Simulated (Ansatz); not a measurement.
# NbSi, from a guessed structure to a relaxed one

Starting from a made-up structure for NbSi, the aim is the relaxed cell, its shortest contacts and, where a second run follows, its electronic structure.

Calculated with Ansatz 0.2.0; DFT, PBE, plane-wave PAW, files of the set soft_1, scalar-relativistic, no spin, cell and ions relaxed at zero pressure; PAW set soft_1.

**1. The starting structure**

The structure is cubic, space group F-43m (No. 216). The conventional cell has a = 5.730 Å, b = 5.730 Å, c = 5.730 Å, α = 90.00°, β = 90.00°, γ = 90.00°. Nearest to Nb lie 4 Si at 2.48 Å. Nearest to Si lie 4 Nb at 2.48 Å. Farther neighbours are not listed.

As a file:

```cif
data_structure
_symmetry_space_group_name_H-M 'P 1'
_symmetry_Int_Tables_number 1
_cell_length_a 4.0517
_cell_length_b 4.0517
_cell_length_c 4.0517
_cell_angle_alpha 60.000
_cell_angle_beta 60.000
_cell_angle_gamma 60.000
_cell_volume 47.03
loop_
_atom_site_label
_atom_site_type_symbol
_atom_site_fract_x
_atom_site_fract_y
_atom_site_fract_z
_atom_site_occupancy
Nb1 Nb 0.00000 0.00000 0.00000 1
Si2 Si 0.75000 0.75000 0.75000 1
```

**2. Relaxation of the guess**

The guess takes its coordinates from another compound and its volume from a rule, so the cell and any free coordinates are relaxed together.

File input.yaml:

```yaml
crystal:
  lattice:
    - [0.0, 2.865, 2.865]
    - [2.865, 0.0, 2.865]
    - [2.865, 2.865, 0.0]
  atoms:
    - { symbol: Nb, position: [0.0, 0.0, 0.0] }
    - { symbol: Si, position: [0.75, 0.75, 0.75] }
kpoints:
  mp_grid: { grid: [8, 8, 8] }
scf:
  occupations: { method: fermi_dirac, width: 0.05 }
hamiltonian:
  xc: pbe
  pseudopotentials: { kind: paw, azcp: { folder: soft_1 } }
relax:
  f_tol: 0.015
  max_steps: 70
  cell: {}
output:
  forces: true
  stress: true
```

Started as:

```sh
ansatz run input.yaml --threads 4 --pin off --max-ram 8192MiB --backend cpu --events-out ev --progress --plain --runs-dir out
```

Numbers of over 12 decimals in the logs are rounded to 6 here.

The log of the run:

```text
Engine: ansatz 0.2.0, aarch64-unknown-linux-gnu
Pseudopotentials: kind: paw
Pseudopotential: Nb, paw, valence charge 13, recommended cutoff 420 eV (normal), soft_1/Nb.paw.azcp
Pseudopotential: Si, paw, valence charge 4, recommended cutoff 420 eV (normal), soft_1/Si.paw.azcp
Functional definition: PBE
  parameter kappa = 0.804
  parameter beta = 0.066725
  exchange = pbe_x(kappa = kappa, mu = beta*pi^2/3)
  correlation = pbe_c(beta = beta)
Crystal: 2 atoms, lattice volume = 47.033 Å³
Basis set: ecut = 420 eV, 941 PW (Γ), exchange–correlation on 60×60×60 points (8 copies of the dense FFT grid, shifted against one another)
Bands: 13, of which v1, the nominal top of the filled ones, is band 9 counted from 1 (8 counted from 0)
Symmetry: 24 space group operations
Space group: F-43m (ITA 216), of the structure as read, at distance tolerance 3.6e-5 Å
k-points: 29 of 512 (time reversal used)
Non-local potential: Nb, projectors of the file, l = 0: 3, l = 1: 2, l = 2: 2, l = 3: 1
Non-local potential: Si, projectors of the file, l = 0: 2, l = 1: 2, l = 2: 1
PAW form: soft (Blöchl's): semilocal exchange-correlation on the pseudo side does not see the compensation charge
PAW one-centre angular grid: Nb, 590 points (default); XC on 64 Gauss nodes
PAW one-centre angular grid: Si, 110 points (default); XC on 64 Gauss nodes
Initial density: superposition of atomic densities (chi_scale 0.1, normalization cell, long waves kept (reshape's long-wave potential 0.00 eV rms))
Initial wavefunctions: pseudopotential atomic-orbital guess
Functional: x = pbe(κ = 0.804, μ = 0.219515), c = pbe(β = 0.066725)
SCF iter   1: F=—  HF=-5187.599565 eV  |F-HF|=—  |Δ(HF+E_count)|=         —  Δρ=7.86e-2  dr2=5.10e0  ethr=3.10e-3  ⟨swp⟩=6.0  Hψ=2468  notcnv=0
preconditioner: auto → Kerker (q_TF=auto, 2.303 Å⁻¹)  [metal: Δε(μ)=0.115 eV  Ē_g=6.173 eV  σ=0.050 eV  W_gap=0.45  n_scr=14 (ndim 8)  ℏωp=16.2 eV  f_vac=0.000  D(μ)=1.60/eV (n_scr^D=14)]
SCF iter   2: F=—  HF=-5186.403333 eV  |F-HF|=—  |Δ(HF+E_count)|=    1.20e0  Δρ=2.94e-2  dr2=4.51e-1  ethr=3.10e-3  ⟨swp⟩=3.1  Hψ=1052  notcnv=0
SCF iter   3: F=—  HF=-5186.336520 eV  |F-HF|=—  |Δ(HF+E_count)|=   6.68e-2  Δρ=1.05e-2  dr2=3.25e-2  ethr=2.65e-3  ⟨swp⟩=2.2  Hψ=607  notcnv=0
SCF iter   4: F=—  HF=-5186.338260 eV  |F-HF|=—  |Δ(HF+E_count)|=   1.74e-3  Δρ=2.46e-3  dr2=4.64e-3  ethr=1.91e-4  ⟨swp⟩=3.0  Hψ=925  notcnv=0
SCF iter   5: F=—  HF=-5186.337694 eV  |F-HF|=—  |Δ(HF+E_count)|=   5.66e-4  Δρ=7.88e-4  dr2=5.53e-4  ethr=2.73e-5  ⟨swp⟩=2.2  Hψ=578  notcnv=0
SCF iter   6: F=—  HF=-5186.337595 eV  |F-HF|=—  |Δ(HF+E_count)|=   9.94e-5  Δρ=2.50e-4  dr2=5.72e-5  ethr=3.25e-6  ⟨swp⟩=2.0  Hψ=453  notcnv=0
SCF iter   7: F=—  HF=-5186.337583 eV  |F-HF|=—  |Δ(HF+E_count)|=   1.20e-5  Δρ=2.57e-5  dr2=3.76e-7  ethr=3.36e-7  ⟨swp⟩=2.1  Hψ=472  notcnv=0
SCF iter   8: F=-5186.337583 eV  HF=-5186.337583 eV  |F-HF|=3.59e-10  |Δ(HF+E_count)|=   3.15e-7  Δρ=5.14e-6  dr2=1.51e-8  ethr=5.88e-10  ⟨swp⟩=5.0  Hψ=1298  notcnv=0
SCF 1 converged in 8 iterations: F = -5186.337583 eV  dr2 = 1.51e-8
  greatest PAW one-centre occupation: 0.998 electrons in one spin orbital (limit 2), on the Nb atom at site 0 (counted from 0), in its partial waves of l = 0
relax step   1: F+E_penalty+E_count = -5186.33758305 eV  Δ(F+E_penalty+E_count) = +0.000e0 eV  max|allowed force component| = 1.249e-16 eV/Å  Δτ_max = 0.0000 Å  P = +1.517 GPa  Ω = 47.033 Å³  (8 SCF iters, dr2 threshold 1.00e-7 eV, accepted)
Crystal: 2 atoms, lattice volume = 47.995 Å³
Initial density: handed on by an earlier stage of this run
Initial wavefunctions: those handed on with the density
iter 1 solved again at ethr=4.91e-6 eV; its pass at ethr=3.10e-3 eV (dr2=8.35e-4 eV) is discarded
SCF iter   1: F=—  HF=-5186.341475 eV  |F-HF|=—  |Δ(HF+E_count)|=         —  Δρ=1.06e-3  dr2=8.99e-4  ethr=4.91e-6  ⟨swp⟩=1.1  Hψ=2696  notcnv=0
preconditioner: auto → none  [insulator: Δε(μ)=0.141 eV  Ē_g=5.391 eV  σ=0.050 eV  W_gap=0.61  n_scr=14 (ndim 8)  ℏωp=16.1 eV  f_vac=0.000  D(μ)=2.09/eV (n_scr^D=14)  ε∞_Penn≈9.9]
SCF iter   2: F=—  HF=-5186.341299 eV  |F-HF|=—  |Δ(HF+E_count)|=   1.75e-4  Δρ=5.02e-4  dr2=1.86e-4  ethr=4.91e-6  ⟨swp⟩=1.4  Hψ=426  notcnv=0
SCF iter   3: F=—  HF=-5186.341260 eV  |F-HF|=—  |Δ(HF+E_count)|=   3.93e-5  Δρ=5.78e-5  dr2=8.84e-7  ethr=1.09e-6  ⟨swp⟩=2.1  Hψ=488  notcnv=0
iter 4 did not close the SCF: its close was put off for the readings that it lacked (scf_convergence_deferred on its scf_iter line)
SCF iter   4: F=-5186.341261 eV  HF=-5186.341261 eV  |F-HF|=3.84e-8  |Δ(HF+E_count)|=   7.66e-7  Δρ=1.34e-5  dr2=5.02e-8  ethr=5.20e-9  ⟨swp⟩=2.7  Hψ=680  notcnv=0
iter 5 did not close the SCF: its close was put off for the readings that it lacked (scf_convergence_deferred on its scf_iter line)
SCF iter   5: F=-5186.341261 eV  HF=-5186.341261 eV  |F-HF|=1.11e-9  |Δ(HF+E_count)|=   5.15e-8  Δρ=1.62e-6  dr2=4.24e-10  ethr=2.95e-10  ⟨swp⟩=2.1  Hψ=522  notcnv=0
SCF iter   6: F=-5186.341261 eV  HF=-5186.341261 eV  |F-HF|=1.09e-11  |Δ(HF+E_count)|=   1.21e-9  Δρ=1.47e-7  dr2=4.98e-12  ethr=2.50e-12  ⟨swp⟩=1.0  Hψ=1113  notcnv=0
SCF 2 converged in 6 iterations: F = -5186.341261 eV  dr2 = 4.98e-12
relax step   2: F+E_penalty+E_count = -5186.34126072 eV  Δ(F+E_penalty+E_count) = -3.678e-3 eV  max|allowed force component| = 6.014e-17 eV/Å  Δτ_max = 0.0000 Å  P = -0.244 GPa  Ω = 47.995 Å³  energy of the carried Pulay correction = -5.892e-5 eV  (6 SCF iters, dr2 threshold 2.00e-7 eV, accepted)
Crystal: 2 atoms, lattice volume = 47.860 Å³
iter 1 solved again at ethr=9.00e-8 eV; its pass at ethr=3.10e-3 eV (dr2=1.53e-5 eV) is discarded
SCF iter   1: F=—  HF=-5186.341384 eV  |F-HF|=—  |Δ(HF+E_count)|=         —  Δρ=1.50e-4  dr2=1.80e-5  ethr=9.00e-8  ⟨swp⟩=2.0  Hψ=2592  notcnv=0
preconditioner: auto → none  [insulator: Δε(μ)=0.142 eV  Ē_g=5.411 eV  σ=0.050 eV  W_gap=0.61  n_scr=14 (ndim 8)  ℏωp=16.1 eV  f_vac=0.000  D(μ)=2.08/eV (n_scr^D=14)  ε∞_Penn≈9.9]
SCF iter   2: F=—  HF=-5186.341376 eV  |F-HF|=—  |Δ(HF+E_count)|=   8.07e-6  Δρ=7.00e-5  dr2=3.59e-6  ethr=9.00e-8  ⟨swp⟩=2.0  Hψ=465  notcnv=0
iter 3 did not close the SCF: its close was put off for the readings that it lacked (scf_convergence_deferred on its scf_iter line)
SCF iter   3: F=-5186.341375 eV  HF=-5186.341375 eV  |F-HF|=4.90e-9  |Δ(HF+E_count)|=   6.67e-7  Δρ=8.67e-6  dr2=2.46e-8  ethr=2.11e-8  ⟨swp⟩=2.1  Hψ=488  notcnv=0
iter 4 did not close the SCF: its close was put off for the readings that it lacked (scf_convergence_deferred on its scf_iter line)
SCF iter   4: F=-5186.341375 eV  HF=-5186.341375 eV  |F-HF|=6.22e-10  |Δ(HF+E_count)|=   1.20e-8  Δρ=1.71e-6  dr2=8.56e-10  ethr=1.44e-10  ⟨swp⟩=2.6  Hψ=620  notcnv=0
iter 5 did not close the SCF: its close was put off for the readings that it lacked (scf_convergence_deferred on its scf_iter line)
SCF iter   5: F=-5186.341375 eV  HF=-5186.341375 eV  |F-HF|=2.91e-11  |Δ(HF+E_count)|=  8.77e-10  Δρ=2.53e-7  dr2=9.17e-12  ethr=5.04e-12  ⟨swp⟩=2.4  Hψ=582  notcnv=0
SCF iter   6: F=-5186.341375 eV  HF=-5186.341375 eV  |F-HF|=3.64e-12  |Δ(HF+E_count)|=  2.91e-11  Δρ=1.86e-8  dr2=1.55e-13  ethr=1.00e-12  ⟨swp⟩=1.0  Hψ=870  notcnv=0
SCF 3 converged in 6 iterations: F = -5186.341375 eV  dr2 = 1.55e-13
relax step   3: F+E_penalty+E_count = -5186.34137495 eV  Δ(F+E_penalty+E_count) = -1.142e-4 eV  max|allowed force component| = 6.476e-17 eV/Å  Δτ_max = 0.0000 Å  P = -0.006 GPa  Ω = 47.860 Å³  energy of the carried Pulay correction = -5.069e-5 eV  (6 SCF iters, dr2 threshold 1.49e-7 eV, accepted)
Initial wavefunctions: pseudopotential atomic-orbital guess (no wavefunctions were taken with the density)
iter 1 solved again at ethr=2.73e-8 eV; its pass at ethr=3.10e-3 eV (dr2=4.64e-6 eV) is discarded
SCF iter   1: F=—  HF=-5186.341414 eV  |F-HF|=—  |Δ(HF+E_count)|=         —  Δρ=5.49e-5  dr2=4.33e-8  ethr=2.73e-8  ⟨swp⟩=3.1  Hψ=3515  notcnv=0
preconditioner: auto → none  [insulator: Δε(μ)=0.142 eV  Ē_g=5.410 eV  σ=0.050 eV  W_gap=0.61  n_scr=14 (ndim 8)  ℏωp=16.1 eV  f_vac=0.000  D(μ)=2.07/eV (n_scr^D=14)  ε∞_Penn≈9.9]
SCF iter   2: F=—  HF=-5186.341421 eV  |F-HF|=—  |Δ(HF+E_count)|=   7.19e-6  Δρ=2.74e-5  dr2=1.01e-8  ethr=2.54e-10  ⟨swp⟩=2.3  Hψ=535  notcnv=0
SCF iter   3: F=—  HF=-5186.341425 eV  |F-HF|=—  |Δ(HF+E_count)|=   4.01e-6  Δρ=9.48e-7  dr2=9.06e-11  ethr=5.94e-11  ⟨swp⟩=2.0  Hψ=550  notcnv=0
iter 4 did not close the SCF: its close was put off for the readings that it lacked (scf_convergence_deferred on its scf_iter line)
SCF iter   4: F=-5186.341425 eV  HF=-5186.341425 eV  |F-HF|=4.55e-11  |Δ(HF+E_count)|=   4.08e-9  Δρ=1.33e-7  dr2=2.54e-12  ethr=1.00e-12  ⟨swp⟩=2.4  Hψ=509  notcnv=0
iter 5 did not close the SCF: its close was put off for the readings that it lacked (scf_convergence_deferred on its scf_iter line)
SCF iter   5: F=-5186.341425 eV  HF=-5186.341425 eV  |F-HF|=9.09e-13  |Δ(HF+E_count)|=  4.64e-11  Δρ=1.69e-8  dr2=7.02e-14  ethr=1.00e-12  ⟨swp⟩=1.0  Hψ=377  notcnv=0
iter 6 did not close the SCF: its close was put off for the readings that it lacked (scf_convergence_deferred on its scf_iter line)
SCF iter   6: F=-5186.341425 eV  HF=-5186.341425 eV  |F-HF|=0.00e0  |Δ(HF+E_count)|=    0.00e0  Δρ=2.04e-9  dr2=1.13e-15  ethr=1.00e-12  ⟨swp⟩=1.0  Hψ=377  notcnv=0
iter 7 did not close the SCF: its close was put off for the readings that it lacked (scf_convergence_deferred on its scf_iter line)
SCF iter   7: F=-5186.341425 eV  HF=-5186.341425 eV  |F-HF|=0.00e0  |Δ(HF+E_count)|=    0.00e0  Δρ=4.02e-10  dr2=1.33e-16  ethr=1.00e-12  ⟨swp⟩=1.0  Hψ=377  notcnv=0
SCF iter   8: F=-5186.341425 eV  HF=-5186.341425 eV  |F-HF|=9.09e-13  |Δ(HF+E_count)|=  9.09e-13  Δρ=2.16e-10  dr2=2.53e-17  ethr=1.00e-12  ⟨swp⟩=2.0  Hψ=956  notcnv=0
SCF 4 converged in 8 iterations: F = -5186.341425 eV  dr2 = 2.53e-17
relax step   4: F+E_penalty+E_count = -5186.34142530 eV  Δ(F+E_penalty+E_count) = -5.035e-5 eV  max|allowed force component| = 6.014e-17 eV/Å  Δτ_max = 0.0000 Å  P = -0.006 GPa  Ω = 47.860 Å³  stress off target by 5.96e-3 GPa  SCF on the basis re-selected at this cell (its energy is not comparable with the rows above)  (8 SCF iters)
basis re-selected at this cell: Δ(F+E_penalty+E_count) = -5.035e-5 eV, ΔP = +0.000 GPa vs the last step (what re-selecting the basis moved, of the pressure what is left beyond the Pulay correction that the steps carried, after the strain that the cell walked since its last selection, with what the two solves' SCF thresholds leave and, on support functions, any second-order correction that the steps lacked; it is no m [...]
SCF converged after 8 iterations
Free energy (F): -5186.341425 eV
Harris-Foulkes:  -5186.341425 eV  (|F-HF|=9.09e-13)
Internal energy: -5186.323414 eV  (E = F + TS)
E sigma→0 (E₀):  -5186.332420 eV
Entropy (-TS):   -0.018011 eV (-9.006 meV/atom)
Fermi energy:    8.347044 eV
--- Per-component energies (eV) ---
  E_band       = -181.699845
  E_kinetic    = 409.171567
  E_local      = -1129.579588  (includes V_loc(G=0)·N_el)
  E_nonlocal   = 120.013785
  E_hartree    = 391.347421
  E_xc         = -219.630907
  E_vxc        = -244.838408  (∫ρ·V_xc dr)
  E_paw        = -3593.853706  (= ΣΔE_a)
  E_vpaw       = -119.162124  (= ΣTr[D̂ρ^β])
  E_aug_tail   = 0.000081  (compensation charges beyond the density's cutoff)
  E_ewald      = -1163.792067
  E_smearing   = -0.018011  (= −TS)
  E_closure    = 0.000000  (closes the sum)
  Σ components = -5186.341425   (vs F -5186.341425, Δ=0.00e0)
--- Forces (eV/Å), atoms counted from 1 ---
  atom   1  Nb     0.00000000     0.00000000     0.00000000
  atom   2  Si     0.00000000     0.00000000     0.00000000
  max |Σ_I F_I| component: 1.94e-16 eV/Å
--- Stress (GPa, compression-positive) ---
       -0.005964      -0.000000      -0.000000
       -0.000000      -0.005964      -0.000000
       -0.000000      -0.000000      -0.005964
  P = ⅓ Tr σ = -0.0060 GPa (-0.060 kbar)
--- Relaxed structure (3 steps of the walk, 3 accepted, 1 SCFs on fresh bases) ---
  F+E_penalty+E_count = -5186.34142530 eV   max|allowed force component| = 6.014e-17 eV/Å   (the final SCF, on the basis selected at the relaxed cell)
  cell:  # Å, volume = 47.8596 Å³
    - [0, 2.881684, 2.881684]
    - [2.881684, 0, 2.881684]
    - [2.881684, 2.881684, 0]
  atoms:
    - { symbol: Nb, position: [0, 0, 0] }
    - { symbol: Si, position: [0.750000, 0.750000, 0.750000] }
```

It took 1.7 s on 4 threads of Arm Neoverse V2, shared host; peak memory 0.32 GiB; 5.8 s of CPU time.

Relaxation path:

| step | energy less that of the first step (eV) | largest force component (eV/Å) | pressure (GPa) | volume (Å³) |
| --- | --- | --- | --- | --- |
| 1 | 0.0000 | 0.0000 | 1.52 | 47.03 |
| 2 | -0.0037 | 0.0000 | -0.24 | 48.00 |
| 3 | -0.0038 | 0.0000 | -0.01 | 47.86 |
| 4* | -0.0038 | 0.0000 | -0.01 | 47.86 |

Relaxation steps marked * repeat the geometry before them on a plane-wave basis chosen anew for their cell, so energy and pressure can jump there.

The run keeps the 24 symmetry operations that it works with, so distortions that break them were not tested.

| conventional cell, symmetrised | before | after | change |
| --- | --- | --- | --- |
| a (Å) | 5.730 | 5.763 | +0.6 % |
| b (Å) | 5.730 | 5.763 | +0.6 % |
| c (Å) | 5.730 | 5.763 | +0.6 % |
| volume (Å³/atom) | 23.52 | 23.93 | +1.8 % |

The relaxed structure:

```xyz
2
Lattice="0.0000 2.8817 2.8817 2.8817 0.0000 2.8817 2.8817 2.8817 0.0000" Properties=species:S:1:pos:R:3 pbc="T T T"
Nb    0.0000    0.0000    0.0000
Si    4.3225    4.3225    4.3225
```

Numbers from this step:

```
free energy             : -5186.3414 eV
energy at zero smearing : -5186.3324 eV
smearing term TS        : 0.01801 eV
Fermi energy            : 8.347 eV
electrons               : 17
symmetry operations     : 24
pressure                : -0.005964 GPa
```

Shortest distances by pair of elements, guess and relaxed (not always the same contact):

| pair | guess (Å) | relaxed (Å) |
| --- | --- | --- |
| Nb–Si | 2.481 | 2.496 |
| Nb–Nb | 4.052 | 4.075 |
| Si–Si | 4.052 | 4.075 |

The relaxation ends with a pressure of -0.01 GPa.

**3. Outcome**

| Property | Result |
| --- | --- |
| space group, relaxed | F-43m |
| conventional cell | a = 5.763, b = 5.763, c = 5.763 Å; α = 90.0°, β = 90.0°, γ = 90.0° |
| volume per atom | 23.93 Å³ (guess 23.52) |

In words: NbSi relaxes to F-43m with a = 5.763, b = 5.763 and c = 5.763 Å. The guessed volume was 2 % too small. The space group F-43m was held in the relaxation, so the end point is a stationary structure within it and may be a saddle against distortions or other arrangements. Mesh and cutoff weren't tested. No dispersion term is used, so weakly bound directions may come out too long. The runs have no spin, and magnetism wasn't tested. Nothing here tests whether the compound is stable against decomposition.

[Logs are printed without paths, hosts, clocks, repeated set-up lines and the standing remarks that a program may print on its own settings, such as how far it seeks lower states.]

[Hosts, paths, dates, database ids (printed as entryN), source tags and the programs' standing remarks are cut or masked in the printed files.]
